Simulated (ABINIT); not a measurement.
# Converging GW for FeAs2 (Lollingite) in ABINIT

Aim: raise bands and screening cutoff together for FeAs2 (Lollingite) and follow gap and time.

Calculated with ABINIT 10.8.3; LDA and many-body steps on it, plane waves.

## (1) Starting point

Symmetry: Pnnm, No. 58, orthorhombic system. Conventional cell: a = 5.301 Å, b = 5.986 Å, c = 2.882 Å, α = 90.00°, β = 90.00°, γ = 90.00°. Fe has 6 As at 2.36 to 2.39 Å nearest. As has 3 Fe at 2.36 to 2.39 Å and 1 As at 2.49 Å nearest. Farther neighbours are not listed.

Structure file:

```cif
data_structure
_symmetry_space_group_name_H-M 'P 1'
_symmetry_Int_Tables_number 1
_cell_length_a 5.3012
_cell_length_b 5.9858
_cell_length_c 2.8822
_cell_angle_alpha 90.000
_cell_angle_beta 90.000
_cell_angle_gamma 90.000
_cell_volume 91.46
loop_
_atom_site_label
_atom_site_type_symbol
_atom_site_fract_x
_atom_site_fract_y
_atom_site_fract_z
_atom_site_occupancy
Fe1 Fe 0.00000 0.00000 0.00000 1
Fe2 Fe 0.50000 0.50000 0.50000 1
As3 As 0.17630 0.36240 0.00000 1
As4 As 0.82370 0.63760 0.00000 1
As5 As 0.67630 0.13760 0.50000 1
As6 As 0.32370 0.86240 0.50000 1
```

The cell and positions come from the Crystallography Open Database and are kept as given unless a step says otherwise.

## (2) Empty states on the mesh, 2×2×4 mesh, 300 bands

This step: ABINIT 10.8.3; DFT, LDA, plane waves, norm-conserving pseudopotentials.

The sums over transitions need many empty states on a uniform mesh; this step solves for them.

Contents of run.abi:

```
acell 3*1.0 Angstrom
rprim 
  5.301200000000 0.000000000000 0.000000000000
  0.000000000000 5.985800000000 0.000000000000
  0.000000000000 0.000000000000 2.882200000000
ntypat 2
znucl 26 33
natom 6
typat 1 1 2 2 2 2
xred 
  0.000000000000 0.000000000000 -0.000000000000
  0.500000000000 0.500000000000 0.500000000000
  0.176300000000 0.362400000000 -0.000000000000
  0.823700000000 0.637600000000 -0.000000000000
  0.676300000000 0.137600000000 0.500000000000
  0.323700000000 0.862400000000 0.500000000000
pp_dirpath "pseudos"
pseudos "Fe.upf, As.upf"
ecut 65
ngkpt 2 2 4
nshiftk 1
shiftk 0 0 0
kptopt 1
chksymbreak 0
iscf -2
irdden 1
istwfk *1
nband 300
nbdbuf 26
tolwfr 1e-09
nstep 60
prtvol 0
indata_prefix "in"
outdata_prefix "out"
tmpdata_prefix "tmp"
```

The run is started by

```bash
$ OMP_NUM_THREADS=1 mpirun -n 8 abinit run.abi > log
```

Numbers of over 12 decimals in the logs are rounded to 6 here.

The log of the run:

```text
.Version 10.8.3 of ABINIT. v10.8.2 released Aug 2026.

 Symmetries : space group Pn n m (# 58); Bravais oP (primitive ortho.)
[... echo of the input left out ...]
== DATASET  1 ==================================================================
-   mpi_nproc: 8, omp_nthreads: 1 (-1 if OMP is not activated)
-    --> not optimal distribution: autoparal keyword recommended in input file <--

--- !DatasetInfo
iteration_state: {dtset: 1, }
dimensions: {natom: 6, nkpt: 12, mband: 300, nsppol: 1, nspinor: 1, nspden: 1, mpw: 15496, }
cutoff_energies: {ecut:  65.0, pawecutdg:  -1.0, }
[...]
3.66876    3.70970    3.71384    3.72691    3.73220    3.74040    3.75220    3.76285
   3.78922    3.79687    3.81430    3.81899    3.82019    3.82267    3.83500    3.87368
   3.87876    3.88196    3.88956    3.93822
 prteigrs : prtvol=0 or 1, do not print more k-points.

== END DATASET(S) ==============================================================
================================================================================

 -outvars: echo values of variables after computation  --------
            nband         300
             nkpt          12
          spgroup          58
 [... the other variables as echoed above ...]

 Calculation completed.
```

Wall time 8.8 min (8 MPI ranks of Arm Neoverse V2, shared host); peak memory 1.9 GiB; 70 min of CPU time.

This step gave:

| Quantity | Value |
| --- | --- |
| gap | 0.2727 eV |
| k of the valence top | 0, 0.5, 0.25 |
| k of the conduction bottom | 0, 0, 0.25 |
| least direct gap | 0.5777 eV |
| k points computed | 12 |
| lowest point of the top converged band, above the valence top | 87.7548 eV |

On this mesh the gap is 0.273 eV.

The density comes from a self-consistent run that is not shown.

## (3) Screening, 2×2×4 mesh, 88 bands, screening to 76.2 eV

The RPA dielectric matrix is built and inverted for each q.

This step: RPA screening on LDA, plane waves, norm-conserving pseudopotentials.

run.abi, as its differences from that of step 2:

```diff
@@ -24,10 +24,11 @@
 chksymbreak 0
-iscf -2
-irdden 1
 istwfk *1
-nband 300
-nbdbuf 26
-tolwfr 1e-09
-nstep 60
-prtvol 0
+occopt 1
+irdwfk 1
+optdriver 3
+nband 88
+ecuteps 2.8
+inclvkb 2
+awtr 1
+symchi 1
 indata_prefix "in"
```

The log of the run:

```text
.Version 10.8.3 of ABINIT. v10.8.2 released Aug 2026.

 Symmetries : space group Pn n m (# 58); Bravais oP (primitive ortho.)
[... echo of the input left out ...]
== DATASET  1 ==================================================================
-   mpi_nproc: 8, omp_nthreads: 1 (-1 if OMP is not activated)

--- !DatasetInfo
iteration_state: {dtset: 1, }
dimensions: {natom: 6, nkpt: 12, mband: 88, nsppol: 1, nspinor: 1, nspden: 1, mpw: 15496, }
cutoff_energies: {ecut:  65.0, pawecutdg:  -1.0, }
electrons: {nelect:   1.24000000E+02, charge:   0.00000000E+00, occopt:   1.00000000E+00, tsmear:   1.00000000E-02, }

 SCREENING: Calculation of the susceptibility and dielectric matrices

 Based on a program developped by R.W. Godby, V. Olevano, G. Onida, and L. Reining.
 Incorporated in ABINIT by V. Olevano, G.-M. Rignanese, and M. Torrent.
.Using double precision arithmetic ; gwpc =  8

[... cell and pseudopotentials left out ...]
--------------------------------------------------------------------------------

 ==== K-mesh for the wavefunctions ====
 Number of points in the irreducible wedge :    12
[... list of points left out ...]
 Together with  8 symmetry operations and time-reversal symmetry
 yields    16 points in the full Brillouin Zone.

 ==== Q-mesh for the screening function ====
 Number of points in the irreducible wedge :    12
[... list of points left out ...]
 Together with  8 symmetry operations and time-reversal symmetry
 yields    16 points in the full Brillouin Zone.

 setmesh: FFT mesh size selected  =    50x   60x   30
          total number of points  =        90000

 vcoul_init : cutoff-mode = AUXILIARY_FUNCTION
 q-points for optical limit:   1
     1)      0.000010    0.000020    0.000030

- screening: taking advantage of time-reversal symmetry
- Maximum band index for partially occupied states nbvw = 62
- Remaining bands to be divided among processors   nbcw = 26
- Number of bands treated by each node ~3

 Number of electrons calculated from density =  124.0000; Expected =  124.0000
 average of density, n =  0.200911
 r_s =    1.0592
 omega_plasma =   43.2372 [eV]

 calculating chi0 at frequencies [eV] :
  1    0.000000E+00    0.000000E+00
  2    0.000000E+00    4.323723E+01

--------------------------------------------------------------------------------
  q-point number  1        q = ( 0.000000, 0.000000, 0.000000) [r.l.u.]
--------------------------------------------------------------------------------
[... chi0 elements left out ...]
 For q-point:  0.000010 0.000020 0.000030
  dielectric constant =  27.1397
  dielectric constant without local fields =  27.7826

  Average fulfillment of the sum rule on Im[epsilon] for q-point    1 :     14.98  [%]
[... wings left out ...]
  q-point number  2        q = ( 0.500000, 0.000000, 0.000000) [r.l.u.]
--------------------------------------------------------------------------------
[... chi0 elements left out ...]
  Average fulfillment of the sum rule on Im[epsilon] for q-point    2 :     19.75  [%]

 [... 10 further q-points ...]
```

Run time: 92 s. Hardware: 8 MPI ranks; peak memory 11 GiB.

This step gave:

```
ε∞ with local fields, on this mesh, along the program's q direction : 27.14
the same without local fields                                       : 27.78
plasma frequency                                                    : 43.24 eV
plane waves in the screening matrix                                 : 127
```

Local fields lower ε∞ by 2 %. On a Γ-centred mesh this coarse the value itself is usually too large, while a short band sum pulls it down.

## (4) 88 bands, 76.2 eV

The self-energy is evaluated for the states that the input lists, and the levels follow from it, in one-shot runs by the linearised quasiparticle equation.

This step: G0W0 on LDA, plane waves, norm-conserving pseudopotentials.

run.abi, as its differences from that of step 3:

```diff
@@ -27,8 +27,21 @@
 irdwfk 1
-optdriver 3
+optdriver 4
 nband 88
+gwcalctyp 0
+ecutsigx 65
+symsigma 1
+nkptgw 4
+kptgw 
+  0.0000000000 0.5000000000 0.2500000000
+  0.0000000000 0.0000000000 0.2500000000
+  0.5000000000 0.5000000000 0.5000000000
+  0.0000000000 0.0000000000 0.0000000000
+bdgw 
+  61 64
+  61 64
+  61 64
+  61 64
 ecuteps 2.8
-inclvkb 2
-awtr 1
-symchi 1
+irdscr 1
+ppmodel 1
 indata_prefix "in"
```

The log of the run:

```text
.Version 10.8.3 of ABINIT. v10.8.2 released Aug 2026.

 Symmetries : space group Pn n m (# 58); Bravais oP (primitive ortho.)
[... echo of the input left out ...]
== DATASET  1 ==================================================================
-   mpi_nproc: 8, omp_nthreads: 1 (-1 if OMP is not activated)

--- !DatasetInfo
iteration_state: {dtset: 1, }
dimensions: {natom: 6, nkpt: 12, mband: 88, nsppol: 1, nspinor: 1, nspden: 1, mpw: 15496, }
cutoff_energies: {ecut:  65.0, pawecutdg:  -1.0, }
electrons: {nelect:   1.24000000E+02, charge:   0.00000000E+00, occopt:   1.00000000E+00, tsmear:   1.00000000E-02, }

 SIGMA: Calculation of the GW corrections

 Based on a program developped by R.W. Godby, V. Olevano, G. Onida, and L. Reining.
 Incorporated in ABINIT by V. Olevano, G.-M. Rignanese, and M. Torrent.
.Using double precision arithmetic ; gwpc =  8

[... cell and pseudopotentials left out ...]
--------------------------------------------------------------------------------

 ==== K-mesh for the wavefunctions ====
 Number of points in the irreducible wedge :    12
[... list of points left out ...]
 Together with  8 symmetry operations and time-reversal symmetry
 yields    16 points in the full Brillouin Zone.

 ==== Q-mesh for screening function ====
 Number of points in the irreducible wedge :    12
[... list of points left out ...]
 Together with  8 symmetry operations and time-reversal symmetry
 yields    16 points in the full Brillouin Zone.

 vcoul_init : cutoff-mode = AUXILIARY_FUNCTION
 q-points for optical limit:   1
     1)      0.000010    0.000020    0.000030
 setmesh: FFT mesh size selected  =    90x   96x   48
          total number of points  =       414720

 Number of electrons calculated from density =  124.0000; Expected =  124.0000
 average of density, n =  0.200911
 r_s =    1.0592
 omega_plasma =   43.2372 [eV]

 === KS Band Gaps ===
  >>>> For spin  1
   Minimum direct gap =   0.5776 [eV], located at k-point      :   0.5000  0.5000  0.5000
   Fundamental gap    =   0.2725 [eV], Top of valence bands at :   0.0000  0.5000  0.2500
                                       Bottom of conduction at :   0.0000  0.0000  0.2500
 SIGMA fundamental parameters:
 PLASMON POLE MODEL  1
 number of plane-waves for SigmaX                15443
 number of plane-waves for SigmaC and W            127
 number of plane-waves for wavefunctions         15443
 number of bands                                    88
 number of independent spin polarizations            1
 number of spinorial components                      1
 number of k-points in IBZ                          12
 number of q-points in IBZ                          12
 number of symmetry operations                       8
 number of k-points in BZ                           16
 number of q-points in BZ                           16
 number of frequencies for dSigma/dE                 9
 frequency step for dSigma/dE [eV]                0.25
 number of omega for Sigma on real axis              0
 max omega for Sigma on real axis  [eV]           0.00
 zcut for avoiding poles [eV]                     0.10

 EPSILON^-1 parameters (SCR file):
 dimension of the eps^-1 matrix on file            127
 dimension of the eps^-1 matrix used               127
 number of plane-waves for wavefunctions         15443
 number of bands                                    88
 number of q-points in IBZ                          12
 number of frequencies                               2
 number of real frequencies                          1
 number of imag frequencies                          1

 matrix elements of self-energy operator (all in [eV])

 Perturbative Calculation

--- !SelfEnergy_ee
iteration_state: {dtset: 1, }
kpoint     : [   0.000,    0.500,    0.250, ]
spin       : 1
KS_gap     :    0.788
QP_gap     :    0.994
Delta_QP_KS:    0.206
data: !SigmaeeData |
     Band     E0 <VxcDFT>   SigX SigC(E0)      Z dSigC/dE  Sig(E)    E-E0       E
       61   9.792 -23.904 -26.891   4.611   0.723  -0.384 -22.730   1.174  10.966
       62   9.792 -23.904 -26.891   4.611   0.723  -0.384 -22.730   1.174  10.966
       63  10.580 -24.437 -21.702  -0.828   0.723  -0.383 -23.058   1.379  11.959
       64  10.580 -24.437 -21.702  -0.828   0.723  -0.383 -23.058   1.379  11.959

--- !SelfEnergy_ee
iteration_state: {dtset: 1, }
kpoint     : [   0.000,    0.000,    0.250, ]
spin       : 1
KS_gap     :    0.672
QP_gap     :    0.727
Delta_QP_KS:    0.055
data: !SigmaeeData |
     Band     E0 <VxcDFT>   SigX SigC(E0)      Z dSigC/dE  Sig(E)    E-E0       E
       61   9.230 -24.880 -29.154   5.964   0.702  -0.425 -23.693   1.186  10.416
       62   9.393 -25.937 -27.276   3.192   0.709  -0.411 -24.624   1.313  10.706
[...]
--- !SelfEnergy_ee
iteration_state: {dtset: 1, }
kpoint     : [   0.500,    0.500,    0.500, ]
spin       : 1
KS_gap     :    0.578
QP_gap     :    0.879
Delta_QP_KS:    0.302
data: !SigmaeeData |
     Band     E0 <VxcDFT>   SigX SigC(E0)      Z dSigC/dE  Sig(E)    E-E0       E
[...]
--- !SelfEnergy_ee
iteration_state: {dtset: 1, }
kpoint     : [   0.000,    0.000,    0.000, ]
spin       : 1
KS_gap     :    1.645
QP_gap     :    1.950
Delta_QP_KS:    0.305
data: !SigmaeeData |
     Band     E0 <VxcDFT>   SigX SigC(E0)      Z dSigC/dE  Sig(E)    E-E0       E
[...]
62   9.761 -27.657 -32.576   6.629   0.687  -0.455 -26.482   1.175  10.936
       63  11.406 -27.004 -23.531  -1.420   0.721  -0.387 -25.525   1.480  12.886
       64  12.282 -14.595 -10.086  -2.476   0.808  -0.238 -12.953   1.643  13.925

== END DATASET(S) ==============================================================
================================================================================

 -outvars: echo values of variables after computation  --------
           etotal      0.0000000000E+00
            nband          88
             nkpt          12
          spgroup          58
 [... the other variables as echoed above ...]

 Calculation completed.
```

Run time: 17 s. Hardware: 8 MPI ranks; peak memory 7.3 GiB.

Numbers from this step:

```yaml
g0w0_gap_on_the_mesh: 0.4660 eV
starting_gap_on_the_mesh: 0.2727 eV
k_of_the_valence_top: 0, 0.5, 0.25
k_of_the_conduction_bottom: 0, 0, 0.25
z_at_the_valence_top: 0.723
z_at_the_conduction_bottom: 0.712
least_direct_g0w0_gap_on_the_computed_points: 0.7260 eV
```

The gap on the mesh goes from 0.27 eV to 0.47 eV, a correction of +0.19 eV.

## (5) Screening, 2×2×4 mesh, 148 bands, screening to 141.5 eV

This step: RPA screening on LDA, plane waves, norm-conserving pseudopotentials.

run.abi, as its differences from that of step 4:

```diff
@@ -27,21 +27,8 @@
 irdwfk 1
-optdriver 4
-nband 88
-gwcalctyp 0
-ecutsigx 65
-symsigma 1
-nkptgw 4
-kptgw 
-  0.0000000000 0.5000000000 0.2500000000
-  0.0000000000 0.0000000000 0.2500000000
-  0.5000000000 0.5000000000 0.5000000000
-  0.0000000000 0.0000000000 0.0000000000
-bdgw 
-  61 64
-  61 64
-  61 64
-  61 64
-ecuteps 2.8
-irdscr 1
-ppmodel 1
+optdriver 3
+nband 148
+ecuteps 5.2
+inclvkb 2
+awtr 1
+symchi 1
 indata_prefix "in"
@@ -49 +36,2 @@
 tmpdata_prefix "tmp"
+gwmem 10
```

The log of the run:

```text
.Version 10.8.3 of ABINIT. v10.8.2 released Aug 2026.

 Symmetries : space group Pn n m (# 58); Bravais oP (primitive ortho.)
[... echo of the input left out ...]
== DATASET  1 ==================================================================
-   mpi_nproc: 8, omp_nthreads: 1 (-1 if OMP is not activated)

--- !DatasetInfo
iteration_state: {dtset: 1, }
dimensions: {natom: 6, nkpt: 12, mband: 148, nsppol: 1, nspinor: 1, nspden: 1, mpw: 15496, }
cutoff_energies: {ecut:  65.0, pawecutdg:  -1.0, }
electrons: {nelect:   1.24000000E+02, charge:   0.00000000E+00, occopt:   1.00000000E+00, tsmear:   1.00000000E-02, }

 SCREENING: Calculation of the susceptibility and dielectric matrices

 Based on a program developped by R.W. Godby, V. Olevano, G. Onida, and L. Reining.
 Incorporated in ABINIT by V. Olevano, G.-M. Rignanese, and M. Torrent.
.Using double precision arithmetic ; gwpc =  8

[... cell and pseudopotentials left out ...]
--------------------------------------------------------------------------------

 ==== K-mesh for the wavefunctions ====
 Number of points in the irreducible wedge :    12
[... list of points left out ...]
 Together with  8 symmetry operations and time-reversal symmetry
 yields    16 points in the full Brillouin Zone.

 ==== Q-mesh for the screening function ====
 Number of points in the irreducible wedge :    12
[... list of points left out ...]
 Together with  8 symmetry operations and time-reversal symmetry
 yields    16 points in the full Brillouin Zone.

 setmesh: FFT mesh size selected  =    54x   60x   30
          total number of points  =        97200

 vcoul_init : cutoff-mode = AUXILIARY_FUNCTION
 q-points for optical limit:   1
     1)      0.000010    0.000020    0.000030

- screening: taking advantage of time-reversal symmetry
- Maximum band index for partially occupied states nbvw = 62
- Remaining bands to be divided among processors   nbcw = 86
- Number of bands treated by each node ~10

 Number of electrons calculated from density =  124.0000; Expected =  124.0000
 average of density, n =  0.200911
 r_s =    1.0592
 omega_plasma =   43.2372 [eV]

 calculating chi0 at frequencies [eV] :
  1    0.000000E+00    0.000000E+00
  2    0.000000E+00    4.323723E+01

--------------------------------------------------------------------------------
  q-point number  1        q = ( 0.000000, 0.000000, 0.000000) [r.l.u.]
--------------------------------------------------------------------------------
[... chi0 elements left out ...]
 For q-point:  0.000010 0.000020 0.000030
  dielectric constant =  26.8692
  dielectric constant without local fields =  27.8857

  Average fulfillment of the sum rule on Im[epsilon] for q-point    1 :     26.63  [%]
[... wings left out ...]
  q-point number  2        q = ( 0.500000, 0.000000, 0.000000) [r.l.u.]
--------------------------------------------------------------------------------
[... chi0 elements left out ...]
  Average fulfillment of the sum rule on Im[epsilon] for q-point    2 :     29.69  [%]

 [... 10 further q-points ...]
```

It took 5.2 min on 8 MPI ranks; peak memory 3.3 GiB.

Numbers from this step:

| Quantity | Value |
| --- | --- |
| ε∞ with local fields, on this mesh, along the program's q direction | 26.87 |
| the same without local fields | 27.89 |
| plasma frequency | 43.24 eV |
| plane waves in the screening matrix | 345 |

(Part 1 of 2 ends here.)

[Paths, hosts, dates, memory and timing lines, banners, echoed tables and standing remarks are left out of the program output.]

[Logs are printed without paths, hosts, clocks, repeated set-up lines and the standing remarks that a program may print on its own settings, such as how far it seeks lower states.]

[Runs of the session that timed out or met a known fault of the program may be left out.]

[Hosts, paths, dates, database ids (printed as entryN), source tags and the programs' standing remarks are cut or masked in the printed files.]

[G0W0 gaps are taken among the corrected bands and points alone; a level outside them can change the order at an edge.]

[Where Ansatz stands beside ABINIT at settings called matched, ABINIT's density can come from a denser mesh and the files from another edition; pairs whose starting gaps differed by over 0.03 eV were left out, so agreement reads better than it is.]
